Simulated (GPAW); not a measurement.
# Ti: optical spectrum from first principles

Aim: the dielectric function of Ti, and the optical constants that follow from it.

Program: GPAW 26.7.0. Level of theory: DFT, LDA, plane-wave PAW (GPAW data sets), scalar-relativistic, RPA, optical limit. Results are calculated unless marked as measured.

This is a report of a sequence of runs, with most program output left out.

## Step 1: Set-up

Symmetry: P6_3/mmc, No. 194, hexagonal system. The conventional cell has a = 2.950 Å, b = 2.950 Å, c = 4.680 Å, α = 90.00°, β = 90.00°, γ = 120.00°. Ti has 12 Ti at 2.89 to 2.95 Å nearest.

As a file:

```cif
data_structure
_symmetry_space_group_name_H-M 'P6_3/mmc'
_symmetry_Int_Tables_number 194
_cell_length_a 2.9500
_cell_length_b 2.9500
_cell_length_c 4.6800
_cell_angle_alpha 90.000
_cell_angle_beta 90.000
_cell_angle_gamma 120.000
_cell_volume 35.27
loop_
_atom_site_label
_atom_site_type_symbol
_atom_site_symmetry_multiplicity
_atom_site_Wyckoff_symbol
_atom_site_fract_x
_atom_site_fract_y
_atom_site_fract_z
_atom_site_occupancy
Ti1 Ti 2 c 0.66667 0.33333 0.75000 1
```

## Step 2: Ground state

First the ground state: is it a metal or has it a gap?

This step: DFT, LDA, plane-wave PAW (GPAW data sets), scalar-relativistic, ground state (GPAW 26.7.0).

gs.py reads:

```python
from ase import Atoms
from ase.dft.bandgap import bandgap
from gpaw import GPAW, PW, FermiDirac

atoms = Atoms(['Ti', 'Ti'],
              cell=[[2.950000000000, 0.000000000000, 0.000000000000],
                    [-1.475000000000, 2.554774941200, 0.000000000000],
                    [0.000000000000, 0.000000000000, 4.680000000000]],
              scaled_positions=[[0.666666666700, 0.333333333300, 0.750000000000],
                                [0.333333333300, 0.666666666700, 0.250000000000]],
              pbc=[True, True, True])
atoms.calc = GPAW(mode=PW(500), xc='LDA', kpts={'size': (9, 9, 5), 'gamma': True},
                  occupations=FermiDirac(0.05), maxiter=150, txt='gs.txt')
print('energy (eV)', atoms.get_potential_energy())
print('Fermi level (eV)', atoms.calc.get_fermi_level())
print('valence electrons', atoms.calc.get_number_of_electrons())
print('gap (eV)', bandgap(atoms.calc, output=None)[0])
print('direct gap (eV)', bandgap(atoms.calc, direct=True, output=None)[0])
atoms.calc.write('gs.gpw')
```

The run is started by

```bash
$ OMP_NUM_THREADS=1 python gs.py
```

It took 11 s on 1 thread of Arm Neoverse V2, shared host; peak memory 0.15 GiB.

This step gave:

```
energy       : -14.80 eV
Fermi energy : 8.070 eV
electrons    : 24
```

There are states at the Fermi level within the smearing, so the occupations stay smeared and the carriers get a Drude term.

## Step 3: Bands for the response

At the fixed density, many empty bands are solved on the mesh of the response, since the spectrum sums over them.

This step: DFT, LDA, plane-wave PAW (GPAW data sets), scalar-relativistic, bands at fixed density (GPAW 26.7.0).

nscf.py reads:

```python
from ase.dft.bandgap import bandgap
from gpaw import GPAW, FermiDirac

calc = GPAW('gs.gpw').fixed_density(kpts={'size': (15, 15, 8), 'gamma': True}, nbands=46, convergence={'bands': 40},
                                    occupations=FermiDirac(0.05), txt='nscf.txt')
print('gap (eV)', bandgap(calc, output=None)[0])
print('direct gap (eV)', bandgap(calc, direct=True, output=None)[0])
print('top band over the Fermi level (eV)', min(calc.get_eigenvalues(kpt=k)[39] for k in range(len(calc.get_ibz_k_points()))) - calc.get_fermi_level())
calc.write('full.gpw', mode='all')
```

The run is started by

```bash
$ OMP_NUM_THREADS=1 python nscf.py
```

Elapsed: 1.8 min, on 1 thread; peak memory 0.3 GiB.

## Step 4: Dielectric function, RPA

Local fields let the induced charge screen the field inside the cell, which as a rule lowers ε, most along directions where the density is uneven.

This step: DFT, LDA, plane-wave PAW (GPAW data sets), scalar-relativistic, RPA, optical limit (GPAW 26.7.0).

df.py reads:

```python
from gpaw.response.df import DielectricFunction

df = DielectricFunction('full.gpw', frequencies={'type': 'nonlinear', 'domega0': 0.03, 'omega2': 8},
                        ecut=50,
                        eta=0.15,
                        nbands=40,
                        rate=0.05,
                        txt='df.txt')
for direction in ['x', 'z']:
    df.get_dielectric_function(xc='RPA', direction=direction, filename=f'df_{direction}.csv')
```

The run is started by

```bash
$ OMP_NUM_THREADS=1 python df.py
```

Wall time 24 s (1 thread); peak memory 0.2 GiB.

Sum at mesh points, not converged in k. Table of Im ε by photon energy; read off at these points:

```tsv
photon energy (eV)	E ∥ x	E ∥ z
0.5	37.2	75.9
1.0	37.3	44.5
1.5	31.0	41.2
2.0	26.3	21.2
2.5	18.3	17.2
3.0	15.7	16.7
3.5	13.6	15.5
4.0	12.9	12.3
4.5	6.16	6.73
5.0	3.76	4.12
5.5	2.73	2.96
6.0	3.43	4.40
6.5	5.68	4.61
7.0	3.14	2.53
7.5	2.80	1.47
8.0	1.24	1.24
8.5	1.09	1.47
9.0	1.83	2.15
9.5	2.24	1.95
10.0	2.75	1.83
10.5	2.41	1.90
11.0	1.87	2.06
11.5	1.66	1.49
12.0	1.31	1.15
12.5	0.979	0.988
13.0	0.957	0.607
13.5	0.963	0.578
```

Values under 1 per cm are given as 1; sum at mesh points, not converged in k. Absorption coefficient against photon energy:

```tsv
photon energy (eV)	E ∥ x (1/cm)	E ∥ z (1/cm)
0.492	2.4e5	3.0e5
1.010	3.9e5	4.6e5
1.486	5.4e5	7.4e5
1.985	7.4e5	7.5e5
2.508	8.8e5	8.0e5
3.018	9.0e5	9.6e5
3.510	1.0e6	1.2e6
3.980	1.3e6	1.4e6
4.516	1.3e6	1.4e6
4.981	1.2e6	1.3e6
5.515	1.0e6	1.1e6
6.021	8.5e5	1.0e6
6.494	1.2e6	1.5e6
6.985	1.4e6	1.4e6
7.496	1.3e6	1.2e6
8.026	1.1e6	9.9e5
8.516	7.7e5	8.4e5
9.023	7.9e5	9.8e5
9.483	1.0e6	1.2e6
10.026	1.3e6	1.1e6
10.519	1.4e6	1.2e6
11.029	1.4e6	1.4e6
11.479	1.4e6	1.4e6
12.023	1.3e6	1.3e6
12.504	1.2e6	1.3e6
13.000	1.2e6	1.2e6
13.512	1.2e6	8.9e5
```

Sum at mesh points, not converged in k. Table of loss function −Im 1/ε at q → 0 by energy loss; read off at these points:

```tsv
energy loss (eV)	E ∥ x	E ∥ z
0.500	0.0260	0.0131
0.750	0.0261	0.0163
1.000	0.0248	0.0223
1.250	0.0304	0.0217
1.500	0.0310	0.0237
1.750	0.0328	0.0310
2.000	0.0380	0.0438
2.250	0.0426	0.0508
2.500	0.0508	0.0569
2.750	0.0635	0.0571
3.000	0.0633	0.0584
3.250	0.0630	0.0570
3.500	0.0704	0.0562
3.750	0.0635	0.0614
4.000	0.0583	0.0551
4.250	0.0588	0.0584
4.500	0.0643	0.0608
4.750	0.0785	0.0740
5.000	0.106	0.0894
5.250	0.135	0.110
5.500	0.188	0.152
5.750	0.284	0.233
5.867	0.307	0.247
6.000	0.287	0.214
6.250	0.213	0.147
6.500	0.166	0.122
6.750	0.143	0.124
7.000	0.154	0.145
7.250	0.216	0.154
7.500	0.217	0.178
7.750	0.190	0.243
8.000	0.243	0.400
8.250	0.425	0.578
8.500	0.779	0.631
8.578	0.789	0.616
8.750	0.761	0.532
9.000	0.515	0.464
9.250	0.405	0.358
9.500	0.446	0.442
9.750	0.391	0.448
10.000	0.358	0.496
10.250	0.356	0.459
10.500	0.382	0.481
10.750	0.352	0.438
11.000	0.413	0.408
11.250	0.447	0.403
11.500	0.435	0.433
11.750	0.496	0.458
12.000	0.524	0.527
12.250	0.573	0.583
12.500	0.708	0.567
12.750	0.744	0.628
13.000	0.821	0.756
13.250	0.866	1.13
13.500	0.845	1.49
13.750	0.901	1.36
```

Sum at mesh points, not converged in k. Table of Im ε, E ∥ x by photon energy; read off at these points:

```tsv
photon energy (eV)	without local fields	with local fields
0.5	37.2	37.2
1.0	37.3	37.3
1.5	31.0	31.0
2.0	26.0	26.3
2.5	18.2	18.3
3.0	15.8	15.7
3.5	13.5	13.6
4.0	12.8	12.9
4.5	6.15	6.16
5.0	3.77	3.76
5.5	2.73	2.73
6.0	3.46	3.43
6.5	5.70	5.68
7.0	3.14	3.14
7.5	2.72	2.80
8.0	1.18	1.24
8.5	1.08	1.09
9.0	1.88	1.83
9.5	2.27	2.24
10.0	2.69	2.75
10.5	2.34	2.41
11.0	1.80	1.87
11.5	1.58	1.66
12.0	1.25	1.31
12.5	0.932	0.979
13.0	0.920	0.957
13.5	0.928	0.963
```

The reflectivity at normal incidence has structure finer than the step of the table below, so its rows give means over 0.5 eV, whole bins alone (the curve runs from 0.305 to 14.0 eV). Peaks (eV: height): E ∥ x 4.47: 67.6, 6.99: 55.3, 7.91: 59.3, 12.34: 38.4; E ∥ z 4.56: 68.2, 7.44: 62.6, 9.35: 33.1, 13.00: 46.7.

Sum at mesh points, not converged in k. Table of reflectivity at normal incidence by photon energy; means over each step:

```tsv
photon energy (eV)	E ∥ x (%)	E ∥ z (%)
1.0	59.2	65.8
1.5	58.0	67.1
2.0	59.1	61.6
2.5	57.6	55.0
3.0	52.7	54.6
3.5	53.5	58.0
4.0	60.6	62.5
4.5	66.9	67.1
5.0	62.4	64.6
5.5	50.5	54.8
6.0	31.3	38.0
6.5	39.9	54.2
7.0	52.8	60.7
7.5	49.5	61.8
8.0	56.5	47.7
8.5	31.2	26.4
9.0	16.2	23.9
9.5	21.5	31.0
10.0	26.1	27.9
10.5	31.4	27.7
11.0	35.5	32.5
11.5	36.4	39.2
12.0	37.4	40.3
12.5	35.6	41.8
13.0	31.4	45.1
13.5	30.4	30.5
```

Optical constants at common wavelengths, from n + ik = √ε:

```tsv
wavelength (nm)	n x	k x	R (%) x	1/α x	n z	k z	R (%) z	1/α z
1064	4.51	3.684	58.9	23 nm	5.06	4.497	64.5	19 nm
532	2.96	3.644	59.1	12 nm	2.65	3.321	56.5	13 nm
450	2.42	3.066	54.1	12 nm	2.73	3.146	54.1	11 nm
405	2.68	3.024	52.8	11 nm	2.66	3.157	54.5	10 nm
365	2.28	2.949	53.1	9.9 nm	2.44	3.317	57.3	8.8 nm
308	1.88	3.351	61.5	7.3 nm	1.75	3.418	63.7	7.2 nm
193	1.52	1.797	36.5	8.5 nm	1.15	2.283	53.3	6.7 nm
```

In reflection the computed colour is light grey: x = 0.321, y = 0.338, luminous reflectivity 58 %.

## Step 5: Summary of results

**Reading.** At this level (LDA, RPA) Ti is a metal. The mesh is too coarse to trust the carriers' weight, the reflectivity or the colour to better than tens of per cent. In reflection the computed colour is light grey: x = 0.321, y = 0.338, luminous reflectivity 58 %. The carriers' damping of 0.05 eV is typed, not computed; it shapes the response at the lowest energies. In this version of GPAW the matrix elements of the optical limit are incomplete, which can lower ε − 1 by up to a tenth where first-row anions or d states rule, and shift it by more in d metals. GPAW's carrier term has the form −ωp²/(ω + i·rate)², which damps like twice the rate and fails at low energy, so the curves leave the lowest energies out. The sum runs over mesh points 0.17 Å⁻¹ apart with no interpolation, so peaks are partly noise of the mesh, and the Drude plasma energy, a sum over the Fermi surface, isn't converged.

[Machine, clock and banner lines and Python warnings are left out of the logs.]

[Logs are printed without paths, hosts, clocks, repeated set-up lines and the standing remarks that a program may print on its own settings, such as how far it seeks lower states.]

[Hosts, paths, dates, database ids (printed as entryN), source tags and the programs' standing remarks are cut or masked in the printed files.]
